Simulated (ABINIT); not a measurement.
# MoS2 (P6_3/mmc): G0W0 with ABINIT, start to end, part 2 of 2

Aim: the G0W0 gap of MoS2 (P6_3/mmc) on PBE, step by step.

ABINIT 10.8.3; PBE and many-body steps on it, plane waves. Known limits of the many-body steps: not at the basis limit; no spin-orbit coupling; coarse k mesh.

So far. Step 2 (Ground state): The gap is indirect, with the least direct gap 0.77 eV higher. Step 3 (Empty states on the mesh, 6×6×1 mesh, 784 bands): On this mesh the gap is 0.889 eV.

The database entry behind the starting cell differs from later determinations by our own check (about 0.3 % long), so it need not match the best structure at ambient conditions.

## (4) Screening, 6×6×1 mesh, 306 bands, screening to 176.9 eV

The RPA dielectric matrix is built and inverted for each q.

This step: RPA screening on PBE, plane waves, norm-conserving pseudopotentials.

File run.abi:

```
acell 3*1.0 Angstrom
rprim 
  3.169000000004 -0.000000000001 0.000000000000
  -1.584500000001 2.744434504597 0.000000000000
  0.000000000000 0.000000000000 12.324000000000
ntypat 2
znucl 42 16
natom 6
typat 1 1 2 2 2 2
xred 
  0.333333333333 0.666666666667 0.250000000000
  0.666666666667 0.333333333333 0.750000000000
  0.333333333333 0.666666666667 0.623000000000
  0.666666666667 0.333333333333 0.123000000000
  0.333333333333 0.666666666667 0.877000000000
  0.666666666667 0.333333333333 0.377000000000
pp_dirpath "pseudos"
pseudos "Mo.upf, S.upf"
ecut 36
ngkpt 6 6 1
nshiftk 1
shiftk 0 0 0
kptopt 1
chksymbreak 0
istwfk *1
occopt 1
irdwfk 1
optdriver 3
nband 306
ecuteps 6.5
inclvkb 2
awtr 1
symchi 1
indata_prefix "in"
outdata_prefix "out"
tmpdata_prefix "tmp"
```

Started as:

```sh
OMP_NUM_THREADS=1 mpirun -n 8 abinit run.abi > log
```

Numbers of over 12 decimals in the logs are rounded to 6 here.

What it wrote:

```text
.Version 10.8.3 of ABINIT. v10.8.2 released Aug 2026.

 Symmetries : space group P6_3/m m c (#194); Bravais hP (primitive hexag.)
[... echo of the input left out ...]
== DATASET  1 ==================================================================
-   mpi_nproc: 8, omp_nthreads: 1 (-1 if OMP is not activated)

--- !DatasetInfo
iteration_state: {dtset: 1, }
dimensions: {natom: 6, nkpt: 7, mband: 306, nsppol: 1, nspinor: 1, nspden: 1, mpw: 7481, }
cutoff_energies: {ecut:  36.0, pawecutdg:  -1.0, }
electrons: {nelect:   5.20000000E+01, charge:   0.00000000E+00, occopt:   1.00000000E+00, tsmear:   1.00000000E-02, }

 SCREENING: Calculation of the susceptibility and dielectric matrices

 Based on a program developped by R.W. Godby, V. Olevano, G. Onida, and L. Reining.
 Incorporated in ABINIT by V. Olevano, G.-M. Rignanese, and M. Torrent.
.Using double precision arithmetic ; gwpc =  8

[... cell and pseudopotentials left out ...]
--------------------------------------------------------------------------------

 ==== K-mesh for the wavefunctions ====
 Number of points in the irreducible wedge :     7
[... list of points left out ...]
 Together with 24 symmetry operations and time-reversal symmetry
 yields    36 points in the full Brillouin Zone.

 ==== Q-mesh for the screening function ====
 Number of points in the irreducible wedge :     7
[... list of points left out ...]
 Together with 24 symmetry operations and time-reversal symmetry
 yields    36 points in the full Brillouin Zone.

 setmesh: FFT mesh size selected  =    20x   20x   90
          total number of points  =        36000

 vcoul_init : cutoff-mode = AUXILIARY_FUNCTION
 q-points for optical limit:   1
     1)      0.000010    0.000020    0.000030

- screening: taking advantage of time-reversal symmetry
- Maximum band index for partially occupied states nbvw = 26
- Remaining bands to be divided among processors   nbcw = 280
- Number of bands treated by each node ~35

 Number of electrons calculated from density =   52.0000; Expected =   52.0000
 average of density, n =  0.071892
 r_s =    1.4919
 omega_plasma =   25.8640 [eV]

 calculating chi0 at frequencies [eV] :
  1    0.000000E+00    0.000000E+00
  2    0.000000E+00    2.586399E+01

--------------------------------------------------------------------------------
  q-point number  1        q = ( 0.000000, 0.000000, 0.000000) [r.l.u.]
--------------------------------------------------------------------------------
[... chi0 elements left out ...]
 For q-point:  0.000010 0.000020 0.000030
  dielectric constant =  14.4654
  dielectric constant without local fields =  16.2983

  Average fulfillment of the sum rule on Im[epsilon] for q-point    1 :     86.14  [%]
[... wings left out ...]
  q-point number  2        q = ( 0.166667, 0.000000, 0.000000) [r.l.u.]
--------------------------------------------------------------------------------
[... chi0 elements left out ...]
  Average fulfillment of the sum rule on Im[epsilon] for q-point    2 :     87.41  [%]

 [... 5 further q-points ...]
```

Run time: 5.9 min. Hardware: 8 MPI ranks of Intel Xeon Platinum 8259CL at 2.50GHz (Skylake/Cascade Lake), shared host; peak memory 3.5 GiB.

This step gave:

```yaml
eps_infinity_with_local_fields_on_this_mesh_along_the_program_s_q_direction: 14.47
the_same_without_local_fields: 16.30
plasma_frequency: 25.86 eV
plane_waves_in_the_screening_matrix: 573
```

Local fields lower ε∞ by 11 %. On a Γ-centred mesh this coarse the value itself is usually too large, while a short band sum pulls it down.

## (5) Self-energy, 6×6×1 mesh, 306 bands, screening to 176.9 eV

The self-energy is evaluated for the states that the input lists, and the levels follow from it, in one-shot runs by the linearised quasiparticle equation.

This step: G0W0 on PBE, plane waves, norm-conserving pseudopotentials.

Changes to run.abi since step 4:

```diff
@@ -27,8 +27,19 @@
 irdwfk 1
-optdriver 3
+optdriver 4
 nband 306
+gwcalctyp 0
+ecutsigx 36
+symsigma 1
+nkptgw 3
+kptgw 
+  0.0000000000 0.0000000000 0.0000000000
+  0.1666666667 0.1666666667 0.0000000000
+  0.3333333333 0.3333333333 0.0000000000
+bdgw 
+  25 28
+  25 28
+  25 28
 ecuteps 6.5
-inclvkb 2
-awtr 1
-symchi 1
+irdscr 1
+ppmodel 1
 indata_prefix "in"
```

What it wrote:

```text
.Version 10.8.3 of ABINIT. v10.8.2 released Aug 2026.

 Symmetries : space group P6_3/m m c (#194); Bravais hP (primitive hexag.)
[... echo of the input left out ...]
== DATASET  1 ==================================================================
-   mpi_nproc: 8, omp_nthreads: 1 (-1 if OMP is not activated)

--- !DatasetInfo
iteration_state: {dtset: 1, }
dimensions: {natom: 6, nkpt: 7, mband: 306, nsppol: 1, nspinor: 1, nspden: 1, mpw: 7481, }
cutoff_energies: {ecut:  36.0, pawecutdg:  -1.0, }
electrons: {nelect:   5.20000000E+01, charge:   0.00000000E+00, occopt:   1.00000000E+00, tsmear:   1.00000000E-02, }

 SIGMA: Calculation of the GW corrections

 Based on a program developped by R.W. Godby, V. Olevano, G. Onida, and L. Reining.
 Incorporated in ABINIT by V. Olevano, G.-M. Rignanese, and M. Torrent.
.Using double precision arithmetic ; gwpc =  8

[... cell and pseudopotentials left out ...]
--------------------------------------------------------------------------------

 ==== K-mesh for the wavefunctions ====
 Number of points in the irreducible wedge :     7
[... list of points left out ...]
 Together with 24 symmetry operations and time-reversal symmetry
 yields    36 points in the full Brillouin Zone.

 ==== Q-mesh for screening function ====
 Number of points in the irreducible wedge :     7
[... list of points left out ...]
 Together with 24 symmetry operations and time-reversal symmetry
 yields    36 points in the full Brillouin Zone.

 vcoul_init : cutoff-mode = AUXILIARY_FUNCTION
 q-points for optical limit:   1
     1)      0.000010    0.000020    0.000030
 setmesh: FFT mesh size selected  =    32x   32x  128
          total number of points  =       131072

 Number of electrons calculated from density =   52.0000; Expected =   52.0000
 average of density, n =  0.071892
 r_s =    1.4919
 omega_plasma =   25.8640 [eV]

 === KS Band Gaps ===
  >>>> For spin  1
   Minimum direct gap =   1.6539 [eV], located at k-point      :   0.3333  0.3333  0.0000
   Fundamental gap    =   0.8888 [eV], Top of valence bands at :   0.0000  0.0000  0.0000
                                       Bottom of conduction at :   0.1667  0.1667  0.0000
 SIGMA fundamental parameters:
 PLASMON POLE MODEL  1
 number of plane-waves for SigmaX                 7437
 number of plane-waves for SigmaC and W            573
 number of plane-waves for wavefunctions          7437
 number of bands                                   306
 number of independent spin polarizations            1
 number of spinorial components                      1
 number of k-points in IBZ                           7
 number of q-points in IBZ                           7
 number of symmetry operations                      24
 number of k-points in BZ                           36
 number of q-points in BZ                           36
 number of frequencies for dSigma/dE                 9
 frequency step for dSigma/dE [eV]                0.25
 number of omega for Sigma on real axis              0
 max omega for Sigma on real axis  [eV]           0.00
 zcut for avoiding poles [eV]                     0.10

 EPSILON^-1 parameters (SCR file):
 dimension of the eps^-1 matrix on file            573
 dimension of the eps^-1 matrix used               573
 number of plane-waves for wavefunctions          7437
 number of bands                                   306
 number of q-points in IBZ                           7
 number of frequencies                               2
 number of real frequencies                          1
 number of imag frequencies                          1

 matrix elements of self-energy operator (all in [eV])

 Perturbative Calculation

--- !SelfEnergy_ee
iteration_state: {dtset: 1, }
kpoint     : [   0.000,    0.000,    0.000, ]
spin       : 1
KS_gap     :    2.100
QP_gap     :    2.470
Delta_QP_KS:    0.370
data: !SigmaeeData |
     Band     E0 <VxcDFT>   SigX SigC(E0)      Z dSigC/dE  Sig(E)    E-E0       E
       25   7.290 -15.411 -16.658   1.113   0.774  -0.293 -15.515  -0.104   7.186
       26   8.434 -16.391 -17.086   0.608   0.771  -0.297 -16.458  -0.067   8.367
       27  10.534 -15.683 -11.194  -4.098   0.775  -0.290 -15.380   0.303  10.837
       28  10.534 -15.683 -11.194  -4.098   0.775  -0.290 -15.380   0.303  10.837

--- !SelfEnergy_ee
iteration_state: {dtset: 1, }
kpoint     : [   0.167,    0.167,    0.000, ]
spin       : 1
KS_gap     :    2.343
QP_gap     :    2.663
Delta_QP_KS:    0.320
data: !SigmaeeData |
     Band     E0 <VxcDFT>   SigX SigC(E0)      Z dSigC/dE  Sig(E)    E-E0       E
       25   6.952 -16.023 -17.484   1.353   0.770  -0.299 -16.107  -0.084   6.868
       26   6.980 -16.154 -17.551   1.327   0.770  -0.299 -16.208  -0.054   6.926
       27   9.323 -15.123 -11.048  -3.735   0.780  -0.282 -14.857   0.265   9.589
       28  10.062 -16.438 -11.872  -4.082   0.772  -0.296 -16.064   0.373  10.436

--- !SelfEnergy_ee
iteration_state: {dtset: 1, }
kpoint     : [   0.333,    0.333,    0.000, ]
spin       : 1
KS_gap     :    1.654
QP_gap     :    2.129
Delta_QP_KS:    0.475
data: !SigmaeeData |
     Band     E0 <VxcDFT>   SigX SigC(E0)      Z dSigC/dE  Sig(E)    E-E0       E
       25   7.670 -16.162 -16.792   0.605   0.774  -0.292 -16.181  -0.019   7.652
       26   7.832 -16.516 -17.090   0.575   0.773  -0.294 -16.515   0.001   7.833
       27   9.486 -17.609 -13.378  -3.612   0.771  -0.297 -17.132   0.476   9.963
       28   9.486 -17.609 -13.378  -3.612   0.771  -0.297 -17.132   0.476   9.963

== END DATASET(S) ==============================================================
================================================================================

 -outvars: echo values of variables after computation  --------
           etotal      0.0000000000E+00
            nband         306
             nkpt           7
          spgroup         194
 [... the other variables as echoed above ...]

 Calculation completed.
```

Run time: 1.9 min. Hardware: 8 MPI ranks; peak memory 3.5 GiB; 16 min of CPU time.

This step gave:

```
G0W0 gap on the points computed              : 1.222 eV
starting gap on the mesh                     : 0.8887 eV
k of the valence top                         : 0, 0, 0
k of the conduction bottom                   : 0.1667, 0.1667, 0
Z at the valence top                         : 0.771
Z at the conduction bottom                   : 0.78
least direct G0W0 gap on the computed points : 2.130 eV
```

The gap on the mesh goes from 0.89 eV to 1.22 eV, a correction of +0.33 eV.

Limits: finite bands, cutoff and mesh; no spin-orbit coupling; coarse k mesh. v1 is the top filled band, c1 the lowest empty one. The levels before and after the correction (eV, zero at the valence-band top of each column):

```
           conduction bottom  valence top
Kohn-Sham               0.89         0.00
     G0W0               1.22         0.00
```

```
                        level  energy (eV)
Kohn-Sham                Γ v2       -1.145
Kohn-Sham                Γ v1        0.000
Kohn-Sham             Γ c1-c2        2.100
Kohn-Sham  (0.167 0.167 0) v2       -1.483
Kohn-Sham  (0.167 0.167 0) v1       -1.454
Kohn-Sham  (0.167 0.167 0) c1        0.889
Kohn-Sham  (0.167 0.167 0) c2        1.628
     G0W0                Γ v2       -1.181
     G0W0                Γ v1        0.000
     G0W0             Γ c1-c2        2.470
     G0W0  (0.167 0.167 0) v2       -1.499
     G0W0  (0.167 0.167 0) v1       -1.441
     G0W0  (0.167 0.167 0) c1        1.222
     G0W0  (0.167 0.167 0) c2        2.069
```

## (6) Where the time went

Times are wall times on 8 MPI ranks of Intel Xeon Platinum 8259CL at 2.50GHz (Skylake/Cascade Lake), shared host, good to a factor of about two.

```
                    step     time  share  memory (GiB)
            ground state     50 s    3 %          0.88
empty states on the mesh   19 min   69 %           1.5
               screening  5.9 min   21 %           3.5
             self-energy  1.9 min    7 %           3.5
```

## (7) Summary of results

```
PBE gap              : 0.89 eV, indirect
G0W0 gap on the mesh : 1.22 eV
GW settings          : 6×6×1 mesh, 306 bands, screening to 176.9 eV, Godby-Needs plasmon pole
known limits         : not at the basis limit; no spin-orbit coupling; coarse k mesh
```

In words: G0W0 moves the gap on the mesh from 0.89 eV to 1.22 eV (+0.33 eV), with Z of 0.77 and 0.78 at the edges. Local fields lower the RPA ε∞ on this mesh from 16.30 to 14.47; a Γ-centred mesh this coarse tends to raise both, most where the direct gap is narrow, while a short band sum lowers them. Only 3 of the mesh's irreducible points were corrected, so a valley elsewhere could overtake. The dearest step here is «empty states on the mesh». Bands and cutoff are finite, so the gap is not at the basis limit. The miss can reach some tenths of an eV and take either sign; the mesh is an error of its own. In the G0W0 run levels were corrected at 3 k points alone, so a gap called «on the mesh» is the least over those, and an edge elsewhere would be missed. The 6×6×1 mesh is coarse for this cell, which bears on the long-range parts of exchange and screening. The many-body steps are scalar-relativistic: spin-orbit coupling is not in them.

[Paths, hosts, dates, memory and timing lines, banners, echoed tables and standing remarks are left out of the program output.]

[Logs are printed without paths, hosts, clocks, repeated set-up lines and the standing remarks that a program may print on its own settings, such as how far it seeks lower states.]

[Runs of the session that timed out or met a known fault of the program may be left out.]

[Hosts, paths, dates, database ids (printed as entryN), source tags and the programs' standing remarks are cut or masked in the printed files.]

[G0W0 gaps are taken among the corrected bands and points alone; a level outside them can change the order at an edge.]

[Where Ansatz stands beside ABINIT at settings called matched, ABINIT's density can come from a denser mesh and the files from another edition; pairs whose starting gaps differed by over 0.03 eV were left out, so agreement reads better than it is.]
